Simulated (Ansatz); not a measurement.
## SrZrO3 (001), ZrO2 faces on V(100): work function and capacitance

Aim: how a film of SrZrO3 (001), ZrO2 faces changes the work function of V(100), and how thick it looks to a field.

Calculated with Ansatz 0.2.0; plane-wave DFT, LDA, Ansatz PAW.

### 1. Starting point

The cell holds 10 atoms: 10 V. Its edges and angles: a = 4.100 Å, b = 4.100 Å, c = 24.241 Å, α = 90.0°, β = 90.0°, γ = 90.0°. Vacuum lies along c.

### 2. The bare metal

The metal alone, strained to the film's lattice, gives the work function from which the change is counted. The dipole correction removes the false field that a one-sided slab makes across the periodic vacuum, so each face gets a flat vacuum level of its own.

input.yaml reads:

```yaml
crystal:
  lattice:
    - [4.1, 0.0, 0.0]
    - [0.0, 4.1, 0.0]
    - [0.0, 0.0, 24.240615219]
  atoms:
    - { symbol: V, position: [0.0, 0.0, 0.3712777056] }
    - { symbol: V, position: [0.5, 0.5, 0.3712777056] }
    - { symbol: V, position: [0.0, 0.5, 0.4356388528] }
    - { symbol: V, position: [0.5, 0.0, 0.4356388528] }
    - { symbol: V, position: [0.0, 0.0, 0.5] }
    - { symbol: V, position: [0.5, 0.5, 0.5] }
    - { symbol: V, position: [0.0, 0.5, 0.5643611472] }
    - { symbol: V, position: [0.5, 0.0, 0.5643611472] }
    - { symbol: V, position: [0.0, 0.0, 0.6287222944] }
    - { symbol: V, position: [0.5, 0.5, 0.6287222944] }
kpoints:
  mp_grid: { grid: [8, 8, 1] }
hamiltonian:
  xc: lda
scf:
  occupations: { method: fermi_dirac, width: 0.1 }
  convergence: { dr2_threshold: 1.0e-09 }
efield:
  axis: 3
  dipole_correction: true
  ramp_position: 0.97
  ramp_width: 0.06
relax:
  f_tol: 0.01
  max_steps: 90
  constraints: [{ sites: [0, 1, 2, 3] }]
output:
  write_potential: true
  write_density: true
  volumetric_format: npy
```

Command:

```console
ansatz run input.yaml --threads 4 --pin off --max-ram 12288MiB --backend cpu --events-out ev --progress --plain --runs-dir out
```

Numbers of over 12 decimals in the logs are rounded to 6 here.

The log of the run:

```text
Engine: ansatz 0.2.0, aarch64-unknown-linux-gnu
Pseudopotentials: kind: paw
Pseudopotential: V, paw, valence charge 13, recommended cutoff 420 eV (normal), V.paw.azcp
Functional definition: SPW92
  exchange = slater_x
  correlation = pw_c
Crystal: 10 atoms, lattice volume = 407.485 Å³
Basis set: ecut = 420 eV, 7969 PW (Γ)
Bands: 78, of which v1, the nominal top of the filled ones, is band 65 counted from 1 (64 counted from 0)
Symmetry: 16 space group operations
k-points: 15 of 64
Non-local potential: V, projectors of the file, l = 0: 3, l = 1: 2, l = 2: 3, l = 3: 1
PAW form: soft (Blöchl's): semilocal exchange-correlation on the pseudo side does not see the compensation charge
PAW frozen core: V, regenerated for the run's functional, and the local potential with it (the file was generated under x = pbe(κ = 0.804, μ = 0.219515), c = pbe(β = 0.066725))
PAW one-centre angular grid: V, 590 points (default); XC on 64 Gauss nodes
Initial density: superposition of atomic densities (neutral atoms: chi_scale 0, normalization atom), corrected by the library's trained network
Initial wavefunctions: pseudopotential atomic-orbital guess
Functional: x = slater, c = lda
SCF iter   1: F=—  HF=-28597.760993 eV  |F-HF|=—  |Δ(HF+E_count)|=         —  Δρ=9.13e-3  dr2=3.38e-1  ethr=1.77e-3  p=-0.000 e·Å  D=-3.77e-14 V/Å  ΔV_dip=0.00 eV  dr2_dipole=8.43e-10  V_vac-E_F(+/−)=4.30/4.30 eV  ⟨swp⟩=9.6  Hψ=5146  notcnv=0
efield: sawtooth ramp at fractional position 0.9700 (set: `efield.ramp_position`, or a place that a band, a saddle search or an elastic batch's reference lends), width 0.0600; the density the first Hamiltonian is built on has a dipole p = -0.000 e·Å; the dipole correction subtracts the counter field D = -3.77e-14 V/Å, which shifts the + side's vacuum level by +0.00 eV against the − side's; the planar-averaged density in the ramp window peaks in size at 2.3e-5 e/Å³
preconditioner: auto → LDOS  [metal: Δε(μ)=0.036 eV  Ē_g=2.502 eV  σ=0.100 eV  W_gap=0.09  n_scr=88 (ndim 8)  ℏωp=13.0 eV  f_vac=0.594  D(μ)=16.26/eV (n_scr^D=140)  β→1.0]
SCF iter   2: F=—  HF=-28597.747171 eV  |F-HF|=—  |Δ(HF+E_count)|=   1.38e-2  Δρ=6.31e-3  dr2=1.17e-1  ethr=2.60e-4  p=0.000 e·Å  D=6.81e-7 V/Å  ΔV_dip=-0.00 eV  dr2_dipole=5.76e-9  V_vac-E_F(+/−)=4.26/4.26 eV  ⟨swp⟩=3.5  Hψ=2880  notcnv=0
SCF iter   3: F=—  HF=-28597.721171 eV  |F-HF|=—  |Δ(HF+E_count)|=   2.60e-2  Δρ=2.07e-3  dr2=2.37e-2  ethr=8.98e-5  p=0.000 e·Å  D=6.16e-7 V/Å  ΔV_dip=-0.00 eV  dr2_dipole=2.66e-14  V_vac-E_F(+/−)=4.25/4.25 eV  ⟨swp⟩=3.3  Hψ=2494  notcnv=0
SCF iter   4: F=—  HF=-28597.719087 eV  |F-HF|=—  |Δ(HF+E_count)|=   2.08e-3  Δρ=6.88e-4  dr2=2.28e-3  ethr=1.82e-5  p=0.000 e·Å  D=6.77e-7 V/Å  ΔV_dip=-0.00 eV  dr2_dipole=4.58e-10  V_vac-E_F(+/−)=4.26/4.26 eV  ⟨swp⟩=2.0  Hψ=1524  notcnv=0
SCF iter   5: F=—  HF=-28597.718774 eV  |F-HF|=—  |Δ(HF+E_count)|=   3.13e-4  Δρ=1.78e-4  dr2=2.16e-4  ethr=1.76e-6  p=0.000 e·Å  D=6.46e-7 V/Å  ΔV_dip=-0.00 eV  dr2_dipole=9.55e-11  V_vac-E_F(+/−)=4.27/4.27 eV  ⟨swp⟩=2.6  Hψ=1620  notcnv=0
SCF iter   6: F=—  HF=-28597.718802 eV  |F-HF|=—  |Δ(HF+E_count)|=   2.79e-5  Δρ=1.33e-4  dr2=1.12e-4  ethr=1.66e-7  p=0.000 e·Å  D=3.89e-7 V/Å  ΔV_dip=-0.00 eV  dr2_dipole=5.60e-13  V_vac-E_F(+/−)=4.28/4.28 eV  ⟨swp⟩=3.1  Hψ=1784  notcnv=0
SCF iter   7: F=—  HF=-28597.718750 eV  |F-HF|=—  |Δ(HF+E_count)|=   5.19e-5  Δρ=3.82e-5  dr2=8.97e-6  ethr=8.58e-8  p=0.000 e·Å  D=2.14e-7 V/Å  ΔV_dip=-0.00 eV  dr2_dipole=8.86e-14  V_vac-E_F(+/−)=4.29/4.29 eV  ⟨swp⟩=2.1  Hψ=1499  notcnv=0
SCF iter   8: F=—  HF=-28597.719273 eV  |F-HF|=—  |Δ(HF+E_count)|=   5.23e-4  Δρ=9.30e-6  dr2=4.41e-7  ethr=6.90e-9  p=0.000 e·Å  D=8.45e-8 V/Å  ΔV_dip=-0.00 eV  dr2_dipole=1.92e-12  V_vac-E_F(+/−)=4.29/4.29 eV  ⟨swp⟩=2.9  Hψ=2088  notcnv=0
SCF iter   9: F=—  HF=-28597.719274 eV  |F-HF|=—  |Δ(HF+E_count)|=   6.89e-7  Δρ=5.03e-6  dr2=1.37e-7  ethr=3.39e-10  p=0.000 e·Å  D=2.37e-8 V/Å  ΔV_dip=-0.00 eV  dr2_dipole=3.40e-13  V_vac-E_F(+/−)=4.29/4.29 eV  ⟨swp⟩=3.3  Hψ=2539  notcnv=0
SCF iter  10: F=—  HF=-28597.719274 eV  |F-HF|=—  |Δ(HF+E_count)|=   1.70e-8  Δρ=1.40e-6  dr2=1.19e-8  ethr=1.05e-10  p=0.000 e·Å  D=5.17e-9 V/Å  ΔV_dip=-0.00 eV  dr2_dipole=2.59e-15  V_vac-E_F(+/−)=4.29/4.29 eV  ⟨swp⟩=2.5  Hψ=1849  notcnv=0
SCF iter  11: F=—  HF=-28597.719274 eV  |F-HF|=—  |Δ(HF+E_count)|=   1.11e-8  Δρ=5.30e-7  dr2=1.71e-9  ethr=9.17e-12  p=0.000 e·Å  D=1.78e-9 V/Å  ΔV_dip=-0.00 eV  dr2_dipole=4.38e-12  V_vac-E_F(+/−)=4.29/4.29 eV  ⟨swp⟩=3.0  Hψ=1813  notcnv=0
SCF iter  12: F=-28597.719274 eV  HF=-28597.719274 eV  |F-HF|=1.31e-10  |Δ(HF+E_count)|=   1.06e-9  Δρ=7.61e-8  dr2=8.49e-11  ethr=1.00e-12  p=0.000 e·Å  D=8.07e-9 V/Å  ΔV_dip=-0.00 eV  dr2_dipole=7.55e-13  V_vac-E_F(+/−)=4.29/4.29 eV  ⟨swp⟩=8.9  Hψ=6722  notcnv=0
SCF 1 converged in 12 iterations: F = -28597.719274 eV  dr2 = 8.49e-11
  greatest PAW one-centre occupation: 1.000 electrons in one spin orbital (limit 2), on the V atom at site 3 (counted from 0), in its partial waves of l = 0
relax step   1: F+E_penalty+E_count = -28597.71927411 eV  Δ(F+E_penalty+E_count) = +0.000e0 eV  max|allowed force component| = 1.351e0 eV/Å  Δτ_max = 0.0000 Å  (12 SCF iters, accepted)
Initial density: handed on by an earlier stage of this run
Initial wavefunctions: those handed on with the density
SCF iter   1: F=—  HF=-28598.598500 eV  |F-HF|=—  |Δ(HF+E_count)|=         —  Δρ=2.96e-2  dr2=1.45e1  ethr=3.10e-3  p=0.000 e·Å  D=6.09e-7 V/Å  ΔV_dip=-0.00 eV  dr2_dipole=8.84e-1  V_vac-E_F(+/−)=4.35/4.35 eV  ⟨swp⟩=4.4  Hψ=2667  notcnv=0
efield: sawtooth ramp at fractional position 0.9700 (set: `efield.ramp_position`, or a place that a band, a saddle search or an elastic batch's reference lends), width 0.0600; the density the first Hamiltonian is built on has a dipole p = 0.000 e·Å; the dipole correction subtracts the counter field D = 6.09e-7 V/Å, which shifts the + side's vacuum level by -0.00 eV against the − side's; the planar-averaged density in the ramp window peaks in size at 3.3e-6 e/Å³
preconditioner: auto → LDOS  [metal: Δε(μ)=0.007 eV  Ē_g=2.677 eV  σ=0.100 eV  W_gap=0.02  n_scr=88 (ndim 8)  ℏωp=13.0 eV  f_vac=0.599  D(μ)=14.23/eV (n_scr^D=114)  β→1.0]
SCF iter   2: F=—  HF=-28598.328305 eV  |F-HF|=—  |Δ(HF+E_count)|=   2.70e-1  Δρ=1.96e-2  dr2=6.27e0  ethr=3.10e-3  p=0.055 e·Å  D=2.46e-2 V/Å  ΔV_dip=-0.60 eV  dr2_dipole=8.43e-1  V_vac-E_F(+/−)=3.71/4.31 eV  ⟨swp⟩=3.5  Hψ=1959  notcnv=0
[...]
SCF 3 converged in 12 iterations: F = -28598.279255 eV  dr2 = 6.48e-10
relax step   3: F+E_penalty+E_count = -28598.27925482 eV  Δ(F+E_penalty+E_count) = -1.781e-1 eV  max|allowed force component| = 1.628e-1 eV/Å  Δτ_max = 0.1974 Å  (12 SCF iters, accepted)
[...]
relax step   4: F+E_penalty+E_count = -28598.28898782 eV  Δ(F+E_penalty+E_count) = -9.733e-3 eV  max|allowed force component| = 8.859e-2 eV/Å  Δτ_max = 0.0574 Å  (11 SCF iters, accepted)
SCF iter   1: F=—  HF=-28598.299025 eV  |F-HF|=—  |Δ(HF+E_count)|=         —  Δρ=4.28e-3  dr2=5.40e-1  ethr=2.91e-3  p=0.017 e·Å  D=7.49e-3 V/Å  ΔV_dip=-0.18 eV  dr2_dipole=9.58e-2  V_vac-E_F(+/−)=4.09/4.27 eV  ⟨swp⟩=2.0  Hψ=1539  notcnv=0
efield: sawtooth ramp at fractional position 0.9700 (set: `efield.ramp_position`, or a place that a band, a saddle search or an elastic batch's reference lends), width 0.0600; the density the first Hamiltonian is built on has a dipole p = 0.017 e·Å; the dipole correction subtracts the counter field D = 7.49e-3 V/Å, which shifts the + side's vacuum level by -0.18 eV against the − side's; the planar-averaged density in the ramp window peaks in size at 3.9e-6 e/Å³
preconditioner: auto → LDOS  [metal: Δε(μ)=0.012 eV  Ē_g=2.655 eV  σ=0.100 eV  W_gap=0.03  n_scr=88 (ndim 8)  ℏωp=13.0 eV  f_vac=0.608  D(μ)=14.20/eV (n_scr^D=114)  β→1.0]
SCF iter   2: F=—  HF=-28598.292033 eV  |F-HF|=—  |Δ(HF+E_count)|=   6.99e-3  Δρ=2.11e-3  dr2=7.39e-2  ethr=4.15e-4  p=0.015 e·Å  D=6.53e-3 V/Å  ΔV_dip=-0.16 eV  dr2_dipole=8.03e-5  V_vac-E_F(+/−)=4.12/4.28 eV  ⟨swp⟩=1.5  Hψ=1362  notcnv=0
SCF iter   3: F=—  HF=-28598.290237 eV  |F-HF|=—  |Δ(HF+E_count)|=   1.80e-3  Δρ=8.15e-4  dr2=7.54e-3  ethr=5.68e-5  p=0.016 e·Å  D=7.28e-3 V/Å  ΔV_dip=-0.18 eV  dr2_dipole=8.40e-4  V_vac-E_F(+/−)=4.10/4.27 eV  ⟨swp⟩=2.0  Hψ=1410  notcnv=0
SCF iter   4: F=—  HF=-28598.289965 eV  |F-HF|=—  |Δ(HF+E_count)|=   2.72e-4  Δρ=2.77e-4  dr2=4.88e-4  ethr=5.80e-6  p=0.017 e·Å  D=7.33e-3 V/Å  ΔV_dip=-0.18 eV  dr2_dipole=9.14e-6  V_vac-E_F(+/−)=4.09/4.27 eV  ⟨swp⟩=2.1  Hψ=1548  notcnv=0
SCF iter   5: F=—  HF=-28598.289931 eV  |F-HF|=—  |Δ(HF+E_count)|=   3.40e-5  Δρ=3.84e-5  dr2=1.57e-5  ethr=3.75e-7  p=0.017 e·Å  D=7.43e-3 V/Å  ΔV_dip=-0.18 eV  dr2_dipole=7.08e-8  V_vac-E_F(+/−)=4.09/4.27 eV  ⟨swp⟩=2.9  Hψ=1818  notcnv=0
SCF iter   6: F=—  HF=-28598.289953 eV  |F-HF|=—  |Δ(HF+E_count)|=   2.23e-5  Δρ=1.35e-5  dr2=2.37e-6  ethr=1.20e-8  p=0.017 e·Å  D=7.52e-3 V/Å  ΔV_dip=-0.18 eV  dr2_dipole=1.58e-9  V_vac-E_F(+/−)=4.09/4.27 eV  ⟨swp⟩=2.8  Hψ=1812  notcnv=0
SCF iter   7: F=—  HF=-28598.290426 eV  |F-HF|=—  |Δ(HF+E_count)|=   4.73e-4  Δρ=7.27e-6  dr2=4.23e-7  ethr=1.82e-9  p=0.017 e·Å  D=7.63e-3 V/Å  ΔV_dip=-0.18 eV  dr2_dipole=1.12e-7  V_vac-E_F(+/−)=4.09/4.27 eV  ⟨swp⟩=2.2  Hψ=1654  notcnv=0
SCF iter   8: F=—  HF=-28598.290425 eV  |F-HF|=—  |Δ(HF+E_count)|=   2.53e-7  Δρ=2.24e-6  dr2=4.65e-8  ethr=3.25e-10  p=0.017 e·Å  D=7.68e-3 V/Å  ΔV_dip=-0.19 eV  dr2_dipole=1.75e-8  V_vac-E_F(+/−)=4.09/4.27 eV  ⟨swp⟩=3.4  Hψ=2150  notcnv=0
SCF iter   9: F=—  HF=-28598.290426 eV  |F-HF|=—  |Δ(HF+E_count)|=   1.57e-7  Δρ=1.07e-6  dr2=6.62e-9  ethr=3.58e-11  p=0.017 e·Å  D=7.70e-3 V/Å  ΔV_dip=-0.19 eV  dr2_dipole=1.08e-9  V_vac-E_F(+/−)=4.09/4.27 eV  ⟨swp⟩=2.6  Hψ=1903  notcnv=0
SCF iter  10: F=-28598.290426 eV  HF=-28598.290426 eV  |F-HF|=7.90e-9  |Δ(HF+E_count)|=   6.00e-8  Δρ=3.19e-7  dr2=8.59e-10  ethr=1.00e-12  p=0.017 e·Å  D=7.70e-3 V/Å  ΔV_dip=-0.19 eV  dr2_dipole=4.87e-11  V_vac-E_F(+/−)=4.09/4.27 eV  ⟨swp⟩=9.3  Hψ=7087  notcnv=0
SCF 5 converged in 10 iterations: F = -28598.290426 eV  dr2 = 8.59e-10
relax step   5: F+E_penalty+E_count = -28598.29042568 eV  Δ(F+E_penalty+E_count) = -1.438e-3 eV  max|allowed force component| = 2.163e-3 eV/Å  Δτ_max = 0.0159 Å  (10 SCF iters, accepted)
NSCF: frozen V_eff on 15 k-points
the band table was solved once a step of the walk had ended and its energy, with any forces and stress, was formed, with the checks that follow a solve (5271 applications of the Hamiltonian). They found nothing against the state; the energy, forces and stress were not computed again (output.eigenvalues in the input reference)
WARN: The output density's exchange-correlation potential varies sharply where the density is thin. Do not read a vacuum level from v_tot or v_xc, or from such a field of the output density. On a cell that repeats whose density bears no net charge and no dipole along the vacuum's axis use v_es (v_loc + v_h of the components); under efield.dipole_correction with no amplitude use v_es + v_field, which holds any externa [...]
SCF converged after 10 iterations
Free energy (F): -28598.290426 eV
Harris-Foulkes:  -28598.290426 eV  (|F-HF|=7.90e-9)
Internal energy: -28597.822416 eV  (E = F + TS)
E sigma→0 (E₀):  -28598.056421 eV
Entropy (-TS):   -0.468010 eV (-46.801 meV/atom)
Fermi energy:    2.752652 eV
Dipole field:    D = 0.007697 V/Å  (p = 0.017333 e·Å, saw-weighted, corrected)
Work function:   Φ+ = 4.0874 eV   Φ− = 4.2739 eV
Levels:          The Fermi level and band energies are counted from a zero that moves with the ramp; work functions are not
--- Per-component energies (eV) ---
  E_band       = -3230.722634
  E_kinetic    = 3365.777455
  E_local      = -189586.083349  (includes V_loc(G=0)·N_el)
  E_nonlocal   = -396.693134
  E_hartree    = 93512.742032
  E_xc         = -1289.529204
  E_vxc        = -1643.854903  (∫ρ·V_xc dr)
  E_paw        = -10621.980616  (= ΣΔE_a)
  E_vpaw       = -1995.501282  (= ΣTr[D̂ρ^β])
  E_aug_tail   = 0.002475  (compensation charges beyond the density's cutoff)
  E_efield     = 0.000067  (sawtooth field / dipole correction)
  E_vefield    = 0.141696  (∫n·V_field dr)
  E_ewald      = 76414.480360
  E_core_change = 3.461498  (= ΣΔE_core)
  E_smearing   = -0.468010  (= −TS)
  E_closure    = -0.000000  (closes the sum)
  Σ components = -28598.290426   (vs F -28598.290426, Δ=0.00e0)
--- Forces (eV/Å), atoms counted from 1 ---
  atom   1  V     -0.00000000     0.00000000     1.42471883
  atom   2  V     -0.00000000     0.00000000     1.42471883
  atom   3  V      0.00000000    -0.00000000    -1.42450763
  atom   4  V      0.00000000     0.00000000    -1.42450763
  atom   5  V      0.00000000     0.00000000    -0.00216349
  atom   6  V      0.00000000     0.00000000    -0.00216349
  atom   7  V      0.00000000     0.00000000     0.00134879
  atom   8  V     -0.00000000    -0.00000000     0.00134879
  atom   9  V     -0.00000000     0.00000000     0.00056184
  atom  10  V      0.00000000    -0.00000000     0.00056184
  max |Σ_I F_I| component: 8.33e-5 eV/Å
--- Band table (eV; the first three rows and the last of 15) ---
  k-point 0: bands = [... 61 lower, 2.7546, 2.7671, 2.9410, 2.9410, 3.0954, 3.1227, 3.1227, 3.4048, ... 9 higher]
  k-point 1: bands = [... 61 lower, 2.6302, 2.6820, 2.7813, 2.8946, 2.9932, 3.0495, 3.2099, 3.2726, ... 9 higher]
  k-point 2: bands = [... 61 lower, 2.2462, 2.4298, 2.4793, 2.7486, 2.9606, 2.9845, 3.1823, 3.2168, ... 9 higher]
  k-point 14: bands = [... 61 lower, 2.4145, 2.4911, 2.4911, 2.5493, 2.5493, 3.0582, 3.0582, 3.4728, ... 9 higher]
--- Relaxed structure (5 steps of the walk, 5 accepted, 0 SCFs on fresh bases) ---
  F+E_penalty+E_count = -28598.29042568 eV   max|allowed force component| = 2.163e-3 eV/Å
  atoms:
    - { symbol: V, position: [0.0, 0.0, 0.3712777056] }
    - { symbol: V, position: [0.5, 0.5, 0.3712777056] }
    - { symbol: V, position: [0.0, 0.5, 0.435639] }
    - { symbol: V, position: [0.5, 0.0, 0.435639] }
    - { symbol: V, position: [0, 0, 0.495620] }
    - { symbol: V, position: [0.5, 0.5, 0.495620] }
    - { symbol: V, position: [0, 0.5, 0.557511] }
    - { symbol: V, position: [0.5, 0, 0.557511] }
    - { symbol: V, position: [0, 0.0, 0.610770] }
    - { symbol: V, position: [0.5, 0.5, 0.610770] }
```

Elapsed: 87 s, on 4 threads of Arm Neoverse V1, shared host; peak memory 0.99 GiB; 5.7 min of CPU time.

This run has no spin polarisation, although V can carry a moment.

The steps of the relaxation:

```csv
step,energy less that of the first step (eV),largest force component (eV/Å)
1,0.0000,1.3511
2,-0.3819,0.8478
3,-0.5600,0.1628
4,-0.5697,0.0886
5,-0.5712,0.0022
```

Forces are held to the 16 operations that the run works with; a distortion that breaks them can't arise in this run.

The atoms that moved most (Å):

```csv
atom,dx,dy,dz,length
V10,0.000,0.000,-0.435,0.435
V9,0.000,0.000,-0.435,0.435
V7,0.000,0.000,-0.166,0.166
V8,0.000,0.000,-0.166,0.166
V5,0.000,0.000,-0.106,0.106
V6,0.000,0.000,-0.106,0.106
```

The relaxed structure:

```cif
data_structure
_symmetry_space_group_name_H-M 'P 1'
_symmetry_Int_Tables_number 1
_cell_length_a 4.1000
_cell_length_b 4.1000
_cell_length_c 24.2406
_cell_angle_alpha 90.000
_cell_angle_beta 90.000
_cell_angle_gamma 90.000
_cell_volume 407.48
loop_
_atom_site_label
_atom_site_type_symbol
_atom_site_fract_x
_atom_site_fract_y
_atom_site_fract_z
_atom_site_occupancy
V1 V 0.00000 0.00000 0.37128 1
V2 V 0.50000 0.50000 0.37128 1
V3 V 0.00000 0.50000 0.43564 1
V4 V 0.50000 0.00000 0.43564 1
V5 V 0.00000 0.00000 0.49562 1
V6 V 0.50000 0.50000 0.49562 1
V7 V 0.00000 0.50000 0.55751 1
V8 V 0.50000 0.00000 0.55751 1
V9 V 0.00000 0.00000 0.61077 1
V10 V 0.50000 0.50000 0.61077 1
```

This step gave:

| Item | Value |
| --- | --- |
| energy at zero smearing | -28598.0564 eV |
| work function, upper face | 4.087 eV |
| work function, lower face | 4.274 eV |
| dipole along the normal | 0.01733 e·Å |
| step between the vacuum levels | -0.1866 eV |

Running mean over 1.56 and then 4.1 Å of the planar mean; the ramp of the sawtooth is left out. Table of electron's electrostatic potential energy less the Fermi level by z:

z (Å), electron's electrostatic potential energy less the Fermi level (eV) and a bar from the least value:
```
      3.0       4.27 ##############################
      3.5       4.27 ##############################
      4.0       4.26 ##############################
      4.5       4.24 ##############################
      5.0       4.18 ##############################
      5.5       3.99 #############################
      6.0       3.48 ############################
      6.5       2.50 ##########################
      7.0       1.13 #######################
      7.5      -0.38 ####################
      8.0      -1.90 ################
      8.5      -3.41 #############
      9.0      -4.94 #########
      9.5      -6.40 ######
     10.0      -7.58 ###
     10.5      -8.27 ##
     11.0      -8.53 #
     11.5      -8.65 #
     12.0      -8.86 #
     12.5      -9.09 
     13.0      -9.11 
     13.5      -8.69 #
     14.0      -7.78 ###
     14.5      -6.49 ######
     15.0      -5.03 #########
     15.5      -3.48 #############
     16.0      -1.80 ################
     16.5      -0.07 ####################
     17.0       1.56 ########################
     17.5       2.82 ###########################
     18.0       3.58 ############################
     18.5       3.92 #############################
     19.0       4.03 #############################
     19.5       4.07 ##############################
     20.0       4.08 ##############################
     20.5       4.09 ##############################
     21.0       4.09 ##############################
```

The relaxation took 5 steps and lowered the energy by 0.57 eV; the largest force on the free atoms ends at 0.0022 eV/Å.

The work function of the upper face is 4.09 eV.

(Part 1 of 4 ends here.)

[Logs are printed without paths, hosts, clocks, repeated set-up lines and the standing remarks that a program may print on its own settings, such as how far it seeks lower states.]

[Hosts, paths, dates, database ids (printed as entryN), source tags and the programs' standing remarks are cut or masked in the printed files.]

[Maps of the electrostatic potential energy from Ansatz leave out the sawtooth potential of an applied field or a dipole correction, so their vacuum need not be flat; planar profiles and work functions include it.]
